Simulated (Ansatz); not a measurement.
# Liquid GaGeTe6 (208 atoms) by DFT dynamics, part 2 of 2

Wanted: pair distributions and atomic motion in GaGeTe6 (208 atoms) at high temperature.

Ansatz 0.2.0; Kohn-Sham DFT, PBE+D3(BJ), PAW (set soft_2, large core), plane waves.

The cell: 26 Ga, 26 Ge and 156 Te. The Brillouin zone is sampled at Γ only, in a cell whose shortest periodic width is 19 Å. Spin–orbit coupling is left out.

So far. Step 3 (Melting at 1400 K): Over the second half of 450 fs the temperature averages 1465 K with swings of 46 K r.m.s. From first frame to last Ga has the largest mean square displacement, 1.8 Å² at the end; the farthest move is 2.47 Å. By the end of the lags followed (0.23 ps), the least mobile element has a mean square displacement of 0.55 Å², too little over such short lags to show that the memory of the start is lost. The run spans 0.45 ps, too short for its means to be equilibrium values.

## 4. Liquid at 1050 K

The hot cell is sampled with a Nosé–Hoover thermostat, which disturbs diffusion little, and with stress on.

Input file input.yaml:

```yaml
crystal:
  lattice:
    - [19.1866, 0.0, 0.0]
    - [0.0, 19.1866, 0.0]
    - [0.0, 0.0, 19.1866]
  atoms:
    - { symbol: Ga, position: [0.3519, 0.67449, 0.67024] }
    - { symbol: Ga, position: [0.1961, 0.81432, 0.16349] }
    - { symbol: Ga, position: [0.96218, 0.52054, 0.44048] }
    - { symbol: Ga, position: [0.93811, 0.47742, 0.29545] }
    - { symbol: Ga, position: [0.63094, 0.87363, 0.49575] }
    - { symbol: Ga, position: [0.43491, 0.98561, 0.86681] }
    - { symbol: Ga, position: [0.83611, 0.58374, 0.47815] }
    - { symbol: Ga, position: [0.82644, 0.59144, 0.05631] }
    - { symbol: Ga, position: [0.23103, 0.52251, 0.71573] }
    - { symbol: Ga, position: [0.48596, 0.49264, 0.36822] }
    - { symbol: Ga, position: [0.3053, 0.04185, 0.74808] }
    - { symbol: Ga, position: [0.0561, 0.60542, 0.6734] }
    - { symbol: Ga, position: [0.23748, 0.89877, 0.35858] }
    - { symbol: Ga, position: [0.79332, 0.22679, 0.21749] }
    - { symbol: Ga, position: [0.89057, 0.67055, 0.23102] }
    - { symbol: Ga, position: [0.81201, 0.59717, 0.70015] }
    - { symbol: Ga, position: [0.46767, 0.63991, 0.17774] }
    - { symbol: Ga, position: [0.38975, 0.32414, 0.01735] }
    - { symbol: Ga, position: [0.04188, 0.27893, 0.42925] }
    - { symbol: Ga, position: [0.96763, 0.07457, 0.24102] }
    - { symbol: Ga, position: [0.58393, 0.61593, 0.30957] }
    - { symbol: Ga, position: [0.65552, 0.09914, 0.83813] }
    - { symbol: Ga, position: [0.04119, 0.05802, 0.91334] }
    - { symbol: Ga, position: [0.51945, 0.28211, 0.84195] }
    - { symbol: Ga, position: [0.4954, 0.16316, 0.51398] }
    - { symbol: Ga, position: [0.26407, 0.2412, 0.36904] }
    - { symbol: Ge, position: [0.89261, 0.2069, 0.60019] }
    - { symbol: Ge, position: [0.15607, 0.22662, 0.62177] }
    - { symbol: Ge, position: [0.51398, 0.12057, 0.82471] }
    - { symbol: Ge, position: [0.10587, 0.20141, 0.17424] }
    - { symbol: Ge, position: [0.32958, 0.01662, 0.14099] }
    - { symbol: Ge, position: [0.07066, 0.64385, 0.1822] }
    [... 170 atom lines left out ...]
    - { symbol: Te, position: [0.72275, 0.61394, 0.54467] }
    - { symbol: Te, position: [0.4341, 0.95503, 0.72834] }
    - { symbol: Te, position: [0.36801, 0.65156, 0.82297] }
    - { symbol: Te, position: [0.00589, 0.89038, 0.72935] }
    - { symbol: Te, position: [0.71363, 0.15693, 0.5201] }
    - { symbol: Te, position: [0.47997, 0.64219, 0.90998] }
kpoints:
  mp_grid: { grid: [1, 1, 1] }
hamiltonian:
  xc: pbe
  pseudopotentials: { kind: paw, core: large }
  dispersion: d3bj
scf:
  occupations: { method: fermi_dirac, width: 0.09 }
output:
  forces: true
  stress: true
md:
  timestep: 3
  n_steps: 160
  ensemble: nvt_nose_hoover
  temperature: 1050
  initial_velocities: maxwell_boltzmann
  seed: 8753
```

Launch:

```bash
ansatz run input.yaml --threads 32 --pin off --max-ram 143360MiB --backend cuda --events-out ev --progress --plain --runs-dir out
```

Numbers of over 12 decimals in the logs are rounded to 6 here.

The program printed:

```text
[...]
Warning: output.stress: scf.convergence.dr2_threshold = 1e-7 eV (the SCF's general default) is looser than the 1.08e-8 eV advised for a printed stress (1e-10 eV for each atom of the cell: 208, of which 108 are counted). What an SCF threshold leaves in a stress goes as its square root, and in the free energy as the threshold itself, and one threshold admits the most on a small cell: [...]
[...]
Crystal: 208 atoms, lattice volume = 7063.079 Å³
Basis set: ecut = 420 eV, 138025 PW (Γ), exchange–correlation on 270×270×270 points (8 copies of the dense FFT grid, shifted against one another)
Bands: 1027, of which v1, the nominal top of the filled ones, is band 819 counted from 1 (818 counted from 0)
Symmetry: 1 space group operations
k-points: 1
[...]
SCF iter   1: F=—  HF=-981497.556461 eV  |F-HF|=—  |Δ(HF+E_count)|=         —  Δρ=2.04e-2  dr2=4.27e2  ethr=3.10e-3  ⟨swp⟩=6.0  Hψ=4386  notcnv=0  defer=6
[...]
SCF iter   2: F=—  HF=-981474.140390 eV  |F-HF|=—  |Δ(HF+E_count)|=    2.34e1  Δρ=9.18e-3  dr2=1.93e1  ethr=3.10e-3  ⟨swp⟩=4.0  Hψ=2188  notcnv=0  defer=24
[...]
SCF iter  11: F=-981471.246093 eV  HF=-981471.246093 eV  |F-HF|=8.14e-8  |Δ(HF+E_count)|=   3.98e-8  Δρ=7.58e-7  dr2=9.61e-8  ethr=6.11e-12  ⟨swp⟩=2.0  Hψ=3521  notcnv=0
[...]
SCF 1 converged in 11 iterations: F = -981471.246093 eV  dr2 = 9.61e-8
[...]
md step    12: t =    36.00 fs  T =  1133.8 K  F+E_penalty+E_count = -981473.54913816 eV  E_kin = 30.335571 eV  conserved = -981443.15594776 eV  P_inst = 0.3206 GPa  (4 SCF iters)
[... from here on, the SCF cycles and remarks between the steps are left out ...]
md step    30: t =    90.00 fs  T =  1202.7 K  F+E_penalty+E_count = -981477.00519102 eV  E_kin = 32.180368 eV  conserved = -981443.15594000 eV  P_inst = 0.0039 GPa  (8 SCF iters)
md step    48: t =   144.00 fs  T =  1085.3 K  F+E_penalty+E_count = -981477.02712817 eV  E_kin = 29.040272 eV  conserved = -981443.15514187 eV  P_inst = 0.0137 GPa  (3 SCF iters)
md step    66: t =   198.00 fs  T =  1104.3 K  F+E_penalty+E_count = -981478.95308336 eV  E_kin = 29.548168 eV  conserved = -981443.15809890 eV  P_inst = -0.2282 GPa  (3 SCF iters)
md step    84: t =   252.00 fs  T =  1047.3 K  F+E_penalty+E_count = -981478.55830529 eV  E_kin = 28.023662 eV  conserved = -981443.15841202 eV  P_inst = -0.0422 GPa  (3 SCF iters)
md step   102: t =   306.00 fs  T =  1066.4 K  F+E_penalty+E_count = -981479.93759244 eV  E_kin = 28.533783 eV  conserved = -981443.15922284 eV  P_inst = 0.1759 GPa  (4 SCF iters)
md step   120: t =   360.00 fs  T =  1041.4 K  F+E_penalty+E_count = -981480.20913896 eV  E_kin = 27.864799 eV  conserved = -981443.15868901 eV  P_inst = 0.0551 GPa  (8 SCF iters)
md step   138: t =   414.00 fs  T =  1085.8 K  F+E_penalty+E_count = -981482.35795684 eV  E_kin = 29.052988 eV  conserved = -981443.15898059 eV  P_inst = -0.4657 GPa  (3 SCF iters)
md step   156: t =   468.00 fs  T =  1026.3 K  F+E_penalty+E_count = -981482.21239740 eV  E_kin = 27.461353 eV  conserved = -981443.15708400 eV  P_inst = -0.4213 GPa  (3 SCF iters)
md step   159: t =   477.00 fs  T =  1018.8 K  F+E_penalty+E_count = -981482.25402412 eV  E_kin = 27.258845 eV  conserved = -981443.15709052 eV  P_inst = -0.3790 GPa  (3 SCF iters)
md step   160: t =   480.00 fs  T =  1017.9 K  F+E_penalty+E_count = -981482.31038683 eV  E_kin = 27.236712 eV  conserved = -981443.15721785 eV  P_inst = -0.3653 GPa  (7 SCF iters)
SCF converged after 7 iterations
Free energy (F): -981482.310387 eV
[...]
Internal energy: -981479.139852 eV  (E = F + TS)
E sigma→0 (E₀):  -981480.725120 eV
Entropy (-TS):   -3.170535 eV (-15.243 meV/atom)
Fermi energy:    5.391665 eV
[...]
--- Forces (eV/Å), atoms counted from 1 ---
[... 208 lines of forces left out ...]
  max |Σ_I F_I| component: 6.30e-5 eV/Å
--- Stress (GPa, compression-positive) ---
       -0.800518      -0.226985      -0.232098
       -0.226985      -0.790645       0.240099
       -0.232098       0.240099      -0.746290
  P = ⅓ Tr σ = -0.7792 GPa (-7.792 kbar)
--- MD trajectory: 160 steps, t = 0.0 → 480.0 fs ---
[...]
conserved energy: peak-to-peak 8.848e-3 eV (4.254e-5 eV/atom) over 480.0 fs
```

It took 4.3 min on 1 × NVIDIA GB200 with 32 threads of Arm Neoverse V2, shared host; peak memory 2.4 GiB.

That memory is the host's.

The program notes that the SCF threshold is loose for the stress.

The trajectory, sampled:

| time (fs) | T (K) | potential (meV/atom) | conserved (meV/atom) |
| --- | --- | --- | --- |
| 0.0 | 1050 | 0.0 | 0.00 |
| 30.0 | 1115 | -8.5 | -0.02 |
| 66.0 | 1196 | -21.6 | -0.02 |
| 96.0 | 1194 | -28.3 | -0.02 |
| 126.0 | 1119 | -28.0 | -0.02 |
| 162.0 | 1086 | -30.7 | -0.02 |
| 192.0 | 1113 | -37.5 | -0.03 |
| 222.0 | 1056 | -33.5 | -0.01 |
| 258.0 | 1038 | -34.5 | -0.03 |
| 288.0 | 1050 | -38.3 | -0.03 |
| 318.0 | 1056 | -41.3 | -0.03 |
| 354.0 | 1048 | -43.4 | -0.04 |
| 384.0 | 1035 | -44.3 | -0.02 |
| 414.0 | 1086 | -53.4 | -0.04 |
| 450.0 | 1058 | -54.3 | -0.03 |
| 480.0 | 1018 | -53.2 | -0.03 |

Mean square displacement from the first frame to the last: Ga 2.2 Å², Ge 1.9 Å², Te 1.7 Å².

Mean square displacement against time lag:

| time lag (fs) | Ga (Å²) | Ge (Å²) | Te (Å²) |
| --- | --- | --- | --- |
| 3.0 | 3.1e-4 | 3.7e-4 | 1.9e-4 |
| 12.0 | 0.00489 | 0.00597 | 0.00304 |
| 21.0 | 0.0148 | 0.0182 | 0.00927 |
| 30.0 | 0.0298 | 0.0366 | 0.0188 |
| 42.0 | 0.0568 | 0.0701 | 0.0364 |
| 51.0 | 0.0815 | 0.101 | 0.0530 |
| 60.0 | 0.109 | 0.136 | 0.0723 |
| 72.0 | 0.150 | 0.188 | 0.102 |
| 81.0 | 0.184 | 0.229 | 0.126 |
| 90.0 | 0.218 | 0.273 | 0.153 |
| 99.0 | 0.253 | 0.317 | 0.181 |
| 111.0 | 0.302 | 0.375 | 0.221 |
| 120.0 | 0.339 | 0.419 | 0.252 |
| 129.0 | 0.376 | 0.462 | 0.284 |
| 141.0 | 0.426 | 0.516 | 0.328 |
| 150.0 | 0.464 | 0.555 | 0.362 |
| 159.0 | 0.502 | 0.593 | 0.396 |
| 168.0 | 0.542 | 0.628 | 0.431 |
| 180.0 | 0.595 | 0.673 | 0.478 |
| 189.0 | 0.637 | 0.705 | 0.513 |
| 198.0 | 0.680 | 0.736 | 0.549 |
| 210.0 | 0.738 | 0.776 | 0.596 |
| 219.0 | 0.783 | 0.805 | 0.632 |
| 228.0 | 0.828 | 0.835 | 0.668 |
| 240.0 | 0.890 | 0.874 | 0.716 |

Over the second half of 480 fs the temperature averages 1051 K with swings of 19 K r.m.s. The conserved energy stays within 0.043 meV/atom, peak to peak. From first frame to last Ga has the largest mean square displacement, 2.2 Å² at the end; the farthest move is 3.03 Å. By the end of the lags followed (0.24 ps), the least mobile element has a mean square displacement of 0.72 Å², too little over such short lags to show that the memory of the start is lost. The potential energy still drifts by -12 meV/atom between the last two quarters, so the cell isn't at equilibrium and its averages are those of a relaxing fluid. The run spans 0.48 ps, too short for its means to be equilibrium values.

## 5. Distances and neighbours late in the run

The g(r) is a mean over the second half.

Density 5.55 g/cm³, 33.96 Å³ an atom.

Mean of 15 frames. Pair distribution functions g(r), in bins of 0.2 Å:

| r (Å) | total | Te-Te | Te-Ga | Te-Ge | Ga-Ga | Ga-Ge | Ge-Ge |
| --- | --- | --- | --- | --- | --- | --- | --- |
| 2.30 | 0.02 | 0.00 | 0.03 | 0.02 | 0.10 | 0.20 | 0.00 |
| 2.50 | 0.30 | 0.05 | 0.63 | 0.52 | 1.27 | 1.06 | 0.17 |
| 2.70 | 1.19 | 0.61 | 1.92 | 2.24 | 0.91 | 1.32 | 0.38 |
| 2.90 | 1.61 | 1.31 | 2.01 | 2.19 | 0.78 | 2.02 | 0.90 |
| 3.10 | 1.55 | 1.47 | 1.62 | 1.71 | 1.56 | 1.86 | 1.22 |
| 3.30 | 1.27 | 1.25 | 1.19 | 1.36 | 0.98 | 1.56 | 1.27 |
| 3.50 | 1.22 | 1.16 | 1.52 | 1.19 | 0.45 | 1.38 | 0.63 |
| 3.70 | 1.09 | 1.15 | 1.06 | 0.95 | 0.69 | 1.61 | 0.85 |
| 3.90 | 1.10 | 1.21 | 1.01 | 0.95 | 0.54 | 0.94 | 1.34 |
| 4.10 | 1.08 | 1.27 | 0.82 | 0.80 | 1.20 | 0.99 | 1.00 |
| 4.30 | 0.99 | 1.12 | 0.86 | 0.83 | 0.30 | 0.68 | 0.89 |
| 4.50 | 1.00 | 1.10 | 0.83 | 0.94 | 0.71 | 0.74 | 0.96 |
| 4.70 | 0.95 | 1.03 | 0.89 | 0.78 | 0.93 | 0.84 | 1.18 |
| 4.90 | 0.86 | 0.92 | 0.79 | 0.77 | 0.85 | 0.64 | 0.93 |
| 5.10 | 0.83 | 0.83 | 0.77 | 0.87 | 0.81 | 1.03 | 1.02 |
| 5.30 | 0.80 | 0.78 | 0.87 | 0.79 | 0.67 | 0.84 | 0.79 |
| 5.50 | 0.88 | 0.78 | 1.03 | 0.99 | 0.80 | 1.03 | 0.75 |
| 5.70 | 1.02 | 0.96 | 1.10 | 1.15 | 1.01 | 1.07 | 0.85 |
| 5.90 | 1.13 | 1.10 | 1.11 | 1.21 | 1.33 | 1.29 | 1.01 |
| 6.10 | 1.11 | 1.10 | 1.02 | 1.23 | 1.01 | 1.41 | 0.70 |
| 6.30 | 1.08 | 1.06 | 1.10 | 1.09 | 1.15 | 1.16 | 0.82 |
| 6.50 | 1.06 | 1.04 | 1.08 | 1.14 | 0.63 | 1.26 | 1.03 |
| 6.70 | 1.00 | 0.97 | 1.05 | 1.07 | 0.57 | 1.11 | 0.85 |
| 6.90 | 0.97 | 0.99 | 0.91 | 0.99 | 0.59 | 1.30 | 0.67 |
| 7.10 | 1.02 | 1.02 | 1.04 | 0.99 | 0.84 | 1.30 | 0.72 |
| 7.30 | 0.99 | 0.99 | 1.04 | 0.99 | 1.01 | 0.95 | 0.63 |
| 7.50 | 0.93 | 0.96 | 0.92 | 0.89 | 1.14 | 0.78 | 0.91 |
| 7.70 | 0.99 | 1.02 | 0.95 | 0.96 | 1.35 | 0.81 | 0.83 |

## 6. Outcome

| Quantity | Value |
| --- | --- |
| mean temperature, second half (liquid at 1050 K) | 1051 K |
| temperature swing, second half (liquid at 1050 K) | 19.22 K |
| mean pressure, second half (liquid at 1050 K) | -0.123 GPa |
| slope of the conserved energy against time, by least squares (liquid at 1050 K) | -0.0475 meV/atom/ps |
| wall time of the 3 DFT runs | 8.8 min |

Melting at 1400 K: by the end of the lags followed (0.23 ps), the least mobile element has a mean square displacement of 0.55 Å², too little over such short lags to show that the memory of the start is lost. Liquid at 1050 K: by the end of the lags followed (0.24 ps), the least mobile element has a mean square displacement of 0.72 Å², too little over such short lags to show that the memory of the start is lost. Liquid at 1050 K: the potential energy still drifts by -12 meV/atom between the last two quarters, so the cell isn't at equilibrium and its averages are those of a relaxing fluid.

What to keep in mind: The program warns that the dispersion model switches its C6 values near this geometry, which can put artefacts into forces and pressure.

[Logs are printed without paths, hosts, clocks, repeated set-up lines and the standing remarks that a program may print on its own settings, such as how far it seeks lower states.]

[Hosts, paths, dates, database ids (printed as entryN), source tags and the programs' standing remarks are cut or masked in the printed files.]
